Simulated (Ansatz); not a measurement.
# From PBE to G0W0: Bi2Te2Pb2S3 (P-3m1)

Wanted: the gap of Bi2Te2Pb2S3 (P-3m1) with a many-body correction, and the time that it takes.

Method: PBE, then G0W0 on it, plane waves, PAW, in Ansatz 0.2.0.

### Step 1. The starting structure

Symmetry: P-3m1, No. 164, trigonal system. Conventional cell: a = 4.258 Å, b = 4.258 Å, c = 16.943 Å, α = 90.00°, β = 90.00°, γ = 120.00°. Nearest to Bi lie 3 S at 3.02 Å and 3 Te at 3.04 Å. Nearest to Te lie 3 Bi at 3.04 Å. Pb has 6 S at 2.99 to 3.00 Å nearest. S has 3 Pb at 2.99 Å and 3 Bi at 3.02 Å nearest. S has 6 Pb at 3.00 Å nearest. Farther neighbours and most contacts between anions are not listed.

Structure file:

```cif
data_structure
_symmetry_space_group_name_H-M 'P 1'
_symmetry_Int_Tables_number 1
_cell_length_a 4.2579
_cell_length_b 4.2579
_cell_length_c 16.9431
_cell_angle_alpha 90.000
_cell_angle_beta 90.000
_cell_angle_gamma 120.000
_cell_volume 266.02
loop_
_atom_site_label
_atom_site_type_symbol
_atom_site_fract_x
_atom_site_fract_y
_atom_site_fract_z
_atom_site_occupancy
Bi1 Bi 0.00000 0.00000 0.19477 1
Bi2 Bi 0.00000 0.00000 0.80523 1
Te3 Te 0.33333 0.66667 0.91060 1
Te4 Te 0.66667 0.33333 0.08940 1
Pb5 Pb 0.33333 0.66667 0.60123 1
Pb6 Pb 0.66667 0.33333 0.39877 1
S7 S 0.33333 0.66667 0.29817 1
S8 S 0.66667 0.33333 0.70183 1
S9 S 0.00000 0.00000 0.50000 1
```

The cell and positions come from the Crystallography Open Database and are kept as given unless a step says otherwise. Spin-orbit coupling is left out unless a step names it. The default PAW set here is soft_2. Its files were made with PBE.

### Step 2. Bands along the symmetry lines

Levels along a band path and on the mesh show where this functional puts the band edges.

This step: DFT, PBE, plane waves, PAW.

The input, input.yaml:

```yaml
crystal:
  lattice:
    - [4.25788, 0.0, 0.0]
    - [-2.12894, 3.6874322463, 0.0]
    - [0.0, 0.0, 16.9431]
  atoms:
    - { symbol: Bi, position: [0.0, 0.0, 0.19477] }
    - { symbol: Bi, position: [0.0, 0.0, 0.80523] }
    - { symbol: Te, position: [0.3333333333, 0.6666666667, 0.9106] }
    - { symbol: Te, position: [0.6666666667, 0.3333333333, 0.0894] }
    - { symbol: Pb, position: [0.3333333333, 0.6666666667, 0.60123] }
    - { symbol: Pb, position: [0.6666666667, 0.3333333333, 0.39877] }
    - { symbol: S, position: [0.3333333333, 0.6666666667, 0.29817] }
    - { symbol: S, position: [0.6666666667, 0.3333333333, 0.70183] }
    - { symbol: S, position: [0.0, 0.0, 0.5] }
kpoints:
  mp_grid: { grid: [6, 6, 2] }
  band_path:
    path:
      - [[0.0, 0.0, 0.0], [0.5, 0.0, 0.0], [0.33333333, 0.33333333, 0.0], [0.0, 0.0, 0.0], [0.0, 0.0, 0.5], [0.5, 0.0, 0.5], [0.33333333, 0.33333333, 0.5], [0.0, 0.0, 0.5]]
      - [[0.5, 0.0, 0.5], [0.5, 0.0, 0.0]]
      - [[0.33333333, 0.33333333, 0.5], [0.33333333, 0.33333333, 0.0]]
    npoints: 10
hamiltonian:
  xc: pbe
scf:
  occupations: { method: fermi_dirac, width: 0.02 }
  n_extra_bands: 7
output:
  eigenvalues: true
  write_density: true
  write_potential: true
  elf: true
  volumetric_format: npy
```

Launch:

```
> ansatz run input.yaml --threads 3 --pin off --max-ram 64512MiB --backend cuda --events-out ev --progress --plain --runs-dir out --devices 1 --max-vram 24GiB  # rebuilt from the run's record
```

Numbers of over 12 decimals in the logs are rounded to 6 here.

Output:

```text
scf.n_extra_bands = 7 over 54 filled bands (N_el = 108.0): the run solves 61 bands
GPUs: using 1 of 1 available (devices: 1).
Engine: ansatz 0.2.0, x86_64-unknown-linux-gnu
Pseudopotentials: kind: paw
Pseudopotential: Bi, paw, valence charge 15, recommended cutoff 420 eV (normal), Bi.paw.azcp
Pseudopotential: Te, paw, valence charge 16, recommended cutoff 420 eV (normal), Te.paw.azcp
Pseudopotential: Pb, paw, valence charge 14, recommended cutoff 420 eV (normal), Pb.paw.azcp
Pseudopotential: S, paw, valence charge 6, recommended cutoff 420 eV (normal), S.paw.azcp
Functional definition: PBE
  parameter kappa = 0.804
  parameter beta = 0.066725
  exchange = pbe_x(kappa = kappa, mu = beta*pi^2/3)
  correlation = pbe_c(beta = beta)
device memory: the entry about to start is reckoned to put 5.7 GiB on a device that reports 57.1 GiB free (of which the cap on the GPU budget leaves the run 24.0 GiB)
GPU FFT provider: cuFFT
GPU libraries: cuBLAS 13.8.2, cuFFT 12.4.0, cuSOLVER 12.3.4
Crystal: 9 atoms, lattice volume = 266.018 Å³
Basis set: ecut = 420 eV, 5175 PW (Γ)
Bands: 61, of which v1, the nominal top of the filled ones, is band 54 counted from 1 (53 counted from 0)
Symmetry: 12 space group operations
Space group: P-3m1 (ITA 164), of the structure as read, at distance tolerance 6.4e-5 Å
k-points: 14 of 72
Non-local potential: Bi, projectors of the file, l = 0: 2, l = 1: 2, l = 2: 2, l = 3: 2
Non-local potential: Te, projectors of the file, l = 0: 2, l = 1: 2, l = 2: 2, l = 3: 2
Non-local potential: Pb, projectors of the file, l = 0: 2, l = 1: 2, l = 2: 2, l = 3: 2
Non-local potential: S, projectors of the file, l = 0: 2, l = 1: 2, l = 2: 2
PAW form: soft (Blöchl's): semilocal exchange-correlation on the pseudo side does not see the compensation charge
PAW one-centre angular grid: Bi, 590 points (default); XC on 64 Gauss nodes
PAW one-centre angular grid: Te, 590 points (default); XC on 64 Gauss nodes
PAW one-centre angular grid: Pb, 590 points (default); XC on 64 Gauss nodes
PAW one-centre angular grid: S, 110 points (default); XC on 64 Gauss nodes
Initial density: superposition of atomic densities (neutral atoms: chi_scale 0, normalization atom), corrected by the library's trained network
Initial wavefunctions: pseudopotential atomic-orbital guess
GPU buffer pool allocated for 108000 grid points (all kernels)
GPU transforms: local potential and band sums: pruned to the plane-wave sphere, on 30×30×120
Functional: x = pbe(κ = 0.804, μ = 0.219515), c = pbe(β = 0.066725)
SCF iter   1: F=—  HF=-65275.656011 eV  |F-HF|=—  |Δ(HF+E_count)|=         —  Δρ=1.06e-3  dr2=6.70e-3  ethr=1.77e-3  ⟨swp⟩=6.9  Hψ=3633  notcnv=0
preconditioner: auto → Resta (q_TF=auto, 2.348 Å⁻¹)  ε∞=3.9  [insulator: Δε(μ)=0.380 eV  Ē_g=11.030 eV  σ=0.020 eV  W_gap=1.00  n_scr=66 (ndim 8)  ℏωp=18.8 eV  f_vac=0.010  D(μ)=0.00/eV (n_scr^D=0)  ε∞_Penn≈3.9]
SCF iter   2: F=—  HF=-65275.655243 eV  |F-HF|=—  |Δ(HF+E_count)|=   7.68e-4  Δρ=5.28e-4  dr2=9.15e-4  ethr=6.21e-6  ⟨swp⟩=2.4  Hψ=1845  notcnv=0  defer=20
SCF iter   3: F=—  HF=-65275.655673 eV  |F-HF|=—  |Δ(HF+E_count)|=   4.30e-4  Δρ=2.32e-4  dr2=1.89e-4  ethr=8.47e-7  ⟨swp⟩=2.0  Hψ=1044  notcnv=0  defer=20
SCF iter   4: F=—  HF=-65275.655924 eV  |F-HF|=—  |Δ(HF+E_count)|=   2.51e-4  Δρ=6.57e-5  dr2=1.40e-5  ethr=1.75e-7  ⟨swp⟩=2.0  Hψ=1148  notcnv=0  defer=20
SCF iter   5: F=—  HF=-65275.656055 eV  |F-HF|=—  |Δ(HF+E_count)|=   1.31e-4  Δρ=1.66e-5  dr2=1.48e-6  ethr=1.29e-8  ⟨swp⟩=2.0  Hψ=1591  notcnv=0  defer=20
SCF iter   6: F=—  HF=-65275.656056 eV  |F-HF|=—  |Δ(HF+E_count)|=   1.28e-6  Δρ=5.70e-6  dr2=1.45e-7  ethr=1.37e-9  ⟨swp⟩=2.0  Hψ=1151  notcnv=0  defer=20
SCF iter   7: F=-65275.656057 eV  HF=-65275.656057 eV  |F-HF|=5.02e-9  |Δ(HF+E_count)|=   1.88e-7  Δρ=1.35e-6  dr2=1.45e-8  ethr=9.26e-11  ⟨swp⟩=7.8  Hψ=2555  notcnv=0
SCF 1 converged in 7 iterations: F = -65275.656057 eV  dr2 = 1.45e-8
  greatest PAW one-centre occupation: 0.998 electrons in one spin orbital (limit 2), on the Te atom at site 3 (counted from 0), in its partial waves of l = 2
device memory: the entry about to start is reckoned to put 4.6 GiB on a device that reports 57.1 GiB free (of which the cap on the GPU budget leaves the run 24.0 GiB)
NSCF: frozen V_eff on 93 k-points
SCF converged after 7 iterations
Free energy (F): -65275.656057 eV
Harris-Foulkes:  -65275.656057 eV  (|F-HF|=5.02e-9)
Internal energy: -65275.656056 eV  (E = F + TS)
E sigma→0 (E₀):  -65275.656056 eV
Entropy (-TS):   -0.000001 eV (-0.000 meV/atom)
Fermi energy:    8.498703 eV
--- Per-component energies (eV) ---
  E_band       = -886.509012
  E_kinetic    = 1854.579557
  E_local      = -8708.245571  (includes V_loc(G=0)·N_el)
  E_nonlocal   = 1288.235525
  E_hartree    = 3855.373127
  E_xc         = -1285.503147
  E_vxc        = -1024.901820  (∫ρ·V_xc dr)
  E_paw        = -53256.923824  (= ΣΔE_a)
  E_vpaw       = -2006.920017  (= ΣTr[D̂ρ^β])
  E_aug_tail   = -0.001145  (compensation charges beyond the density's cutoff)
  E_ewald      = -9023.170577
  E_smearing   = -0.000001  (= −TS)
  E_closure    = -0.000000  (closes the sum)
  Σ components = -65275.656057   (vs F -65275.656057, Δ=0.00e0)
--- Band table (eV; the first three rows and the last of 14) ---
  k-point 0: bands = [... 50 lower, 7.4515, 7.4900, 7.4900, 8.3084, 8.6890, 9.5977, 9.7853, 9.7853, ... 3 higher]
  k-point 1: bands = [... 50 lower, 7.4781, 7.4781, 7.7268, 7.9900, 9.0667, 9.3259, 9.9196, 9.9196, ... 3 higher]
  k-point 2: bands = [... 50 lower, 7.3181, 7.3688, 7.4101, 7.9640, 9.4459, 9.8328, 10.1977, 10.4181, ... 3 higher]
  k-point 13: bands = [... 50 lower, 7.0392, 7.0458, 7.1604, 7.1604, 10.2756, 10.2756, 10.6729, 10.9986, ... 3 higher]
```

Elapsed: 14 s, on 1 × NVIDIA H100 80GB HBM3 (shared by 3 runs) with 3 threads of AMD EPYC 7R13 (Zen 3), shared host; peak memory 1.1 GiB; 28 s of CPU time.

This step gave:

- filled bands: 54
- gap: 0.3806 eV
- valence top at: Γ
- conduction bottom at: Γ
- least direct gap: 0.3806 eV

Over mesh and path the gap is 0.381 eV, direct, at k = Γ.

The electronic bands at the labelled points (eV, zero at the top of the highest nominally filled band):

```
    point  band 51  band 52  band 53  band 54  band 55  band 56  band 57  band 58
        Γ    -0.86    -0.82    -0.82     0.00     0.38     1.29     1.48     1.48
  halfway    -1.38    -1.08    -0.74    -0.39     1.11     1.68     2.00     2.29
        M    -1.50    -1.44    -1.16    -0.62     1.13     1.68     1.86     2.27
  halfway    -1.40    -1.36    -1.01    -0.60     1.23     1.93     2.18     2.44
        K    -1.79    -0.81    -0.80    -0.80     1.68     1.68     2.02     3.24
  halfway    -1.24    -1.11    -0.64    -0.57     1.48     1.63     2.00     2.39
        Γ    -0.86    -0.82    -0.82     0.00     0.38     1.29     1.48     1.48
  halfway    -0.82    -0.82    -0.73    -0.16     0.56     1.18     1.52     1.52
        A    -0.83    -0.83    -0.58    -0.32     0.76     1.02     1.61     1.61
  halfway    -1.28    -1.09    -0.93    -0.58     1.35     1.63     2.16     2.29
        L    -1.68    -1.48    -1.23    -0.47     0.85     1.91     2.01     2.31
  halfway    -1.82    -1.28    -0.77    -0.73     1.58     1.73     2.13     2.39
        H    -1.27    -1.26    -1.15    -1.15     1.97     1.97     2.36     2.69
  halfway    -1.09    -1.00    -0.93    -0.71     1.81     1.84     1.91     1.96
        A    -0.83    -0.83    -0.58    -0.32     0.76     1.02     1.61     1.61
jump to L    -1.68    -1.48    -1.23    -0.47     0.85     1.91     2.01     2.31
  halfway    -1.65    -1.30    -1.19    -0.58     1.01     1.72     2.01     2.16
        M    -1.50    -1.44    -1.16    -0.62     1.13     1.68     1.86     2.27
jump to H    -1.27    -1.26    -1.15    -1.15     1.97     1.97     2.36     2.69
  halfway    -1.61    -0.95    -0.95    -0.95     1.81     1.81     2.15     2.97
        K    -1.79    -0.81    -0.80    -0.80     1.68     1.68     2.02     3.24
```

ELF in the ac plane at fractional y = 0.333, with atoms of Te and Pb and S within 0.2 Å of it. It is the smooth field of the valence electrons, not physical close to the nuclei.

Values, 24 rows by 14 columns, each cell a mean:
```
0.29 0.42 0.49 0.45 0.34 0.19 0.10 0.09 0.13 0.16 0.14 0.10 0.09 0.14
0.62 0.67 0.67 0.66 0.63 0.49 0.29 0.10 0.04 0.02 0.03 0.07 0.22 0.43
0.60 0.64 0.65 0.64 0.61 0.49 0.32 0.13 0.05 0.03 0.04 0.09 0.25 0.44
0.39 0.46 0.48 0.47 0.42 0.31 0.19 0.08 0.04 0.03 0.03 0.06 0.15 0.27
0.28 0.34 0.36 0.35 0.30 0.21 0.13 0.11 0.14 0.17 0.15 0.12 0.12 0.18
0.21 0.25 0.28 0.26 0.21 0.23 0.37 0.59 0.71 0.75 0.73 0.63 0.44 0.26
0.30 0.13 0.08 0.10 0.23 0.55 0.78 0.82 0.63 0.40 0.54 0.79 0.81 0.64
0.30 0.12 0.07 0.10 0.23 0.56 0.78 0.82 0.61 0.38 0.52 0.79 0.82 0.66
0.17 0.20 0.23 0.22 0.18 0.23 0.40 0.63 0.74 0.77 0.75 0.67 0.48 0.27
0.22 0.27 0.29 0.28 0.23 0.16 0.11 0.12 0.17 0.21 0.19 0.13 0.10 0.13
0.20 0.24 0.26 0.25 0.21 0.15 0.09 0.04 0.02 0.02 0.02 0.03 0.07 0.13
0.46 0.55 0.59 0.57 0.49 0.32 0.17 0.07 0.05 0.05 0.05 0.06 0.14 0.27
0.40 0.55 0.62 0.58 0.44 0.25 0.17 0.21 0.27 0.30 0.28 0.23 0.18 0.22
0.17 0.17 0.20 0.18 0.15 0.23 0.34 0.39 0.29 0.22 0.26 0.37 0.37 0.26
0.17 0.09 0.07 0.08 0.14 0.28 0.41 0.32 0.10 0.02 0.06 0.25 0.41 0.33
0.22 0.32 0.39 0.35 0.25 0.21 0.26 0.36 0.38 0.36 0.37 0.37 0.29 0.21
0.47 0.60 0.65 0.62 0.51 0.32 0.17 0.13 0.15 0.17 0.15 0.13 0.14 0.24
0.31 0.39 0.43 0.41 0.34 0.23 0.13 0.05 0.03 0.02 0.03 0.04 0.10 0.19
0.22 0.26 0.28 0.27 0.24 0.17 0.11 0.08 0.07 0.07 0.07 0.08 0.10 0.15
0.28 0.30 0.32 0.31 0.29 0.28 0.31 0.38 0.41 0.42 0.42 0.39 0.33 0.29
0.39 0.26 0.21 0.24 0.35 0.52 0.59 0.52 0.43 0.38 0.41 0.50 0.58 0.57
0.54 0.28 0.12 0.20 0.47 0.62 0.54 0.33 0.10 0.04 0.06 0.25 0.49 0.61
0.46 0.18 0.06 0.12 0.38 0.62 0.62 0.50 0.35 0.25 0.30 0.46 0.60 0.65
0.13 0.07 0.06 0.06 0.10 0.26 0.44 0.60 0.65 0.67 0.66 0.62 0.50 0.32
```
Columns run along a (4.3 Å), rows up along c (16.9 Å). Atoms in or near the plane, at fractional coordinates: Te at (0.67, 0.09), Pb at (0.67, 0.40), S at (0.67, 0.70).

Valence density in the ac plane at fractional y = 0.333, with atoms of Te and Pb and S within 0.2 Å of it. It is the smooth field of the valence electrons, not physical close to the nuclei.

Values in e/Å³, 24 rows by 14 columns, each cell a mean:
```
 0  0  0  0  0  0  0  0  0  0  0  0  0  0
 0  0  0  0  0  0  0  0  0  0  0  0  0  0
 0  0  0  0  0  0  0  0  0  0  0  0  0  0
 0  0  0  0  0  0  0  0  0  0  0  0  0  0
 0  0  0  0  0  0  0  0  0  0  0  0  0  0
 0  0  0  0  0  0  0  0  0  0  0  0  0  0
 0  0  0  0  0  0  0  1  1  1  1  1  1  0
 0  0  0  0  0  0  0  1  1  1  1  1  1  0
 0  0  0  0  0  0  0  0  0  0  0  0  0  0
 0  0  0  0  0  0  0  0  0  0  0  0  0  0
 0  0  0  0  0  0  0  0  0  0  0  0  0  0
 0  0  0  0  0  0  0  0  0  0  0  0  0  0
 0  0  0  0  0  0  0  0  0  0  0  0  0  0
 0  0  0  0  0  0  0  1  3  4  3  2  1  0
 0  0  0  0  0  0  1  3  5  8  6  3  1  0
 0  0  0  0  0  0  0  1  1  2  1  1  0  0
 0  0  0  0  0  0  0  0  0  0  0  0  0  0
 0  0  0  0  0  0  0  0  0  0  0  0  0  0
 0  0  0  0  0  0  0  0  0  0  0  0  0  0
 0  0  0  0  0  0  0  0  0  0  0  0  0  0
 0  0  0  0  0  0  0  1  1  2  1  1  0  0
 0  0  0  0  0  0  1  3  8 13 10  4  1  0
 0  0  0  0  0  0  0  1  4  6  4  2  1  0
 0  0  0  0  0  0  0  0  0  0  0  0  0  0
```
Columns run along a (4.3 Å), rows up along c (16.9 Å). Atoms in or near the plane, at fractional coordinates: Te at (0.67, 0.09), Pb at (0.67, 0.40), S at (0.67, 0.70).

[end of part 1 of 3]

[Paths, hosts, dates, memory and timing lines, banners, echoed tables and standing remarks are left out of the program output.]

[Logs are printed without paths, hosts, clocks, repeated set-up lines and the standing remarks that a program may print on its own settings, such as how far it seeks lower states.]

[Runs of the session that timed out or met a known fault of the program may be left out.]

[Cells called generated may have been cut or substituted from an entry of the Crystallography Open Database or the Materials Project.]

[Hosts, paths, dates, database ids (printed as entryN), source tags and the programs' standing remarks are cut or masked in the printed files.]

[Where an RPA ε∞ is given, it is that of the G0W0 mesh and is not shown converged in it. Names of k-points follow the symmetry that the program found, which can be lower than the space group named. Band edges on a path are those of the sampled points; other points can move an edge, and change direct to indirect where valleys lie close.]

[Hybrid gaps are those of their k-mesh and are not shown converged in it.]
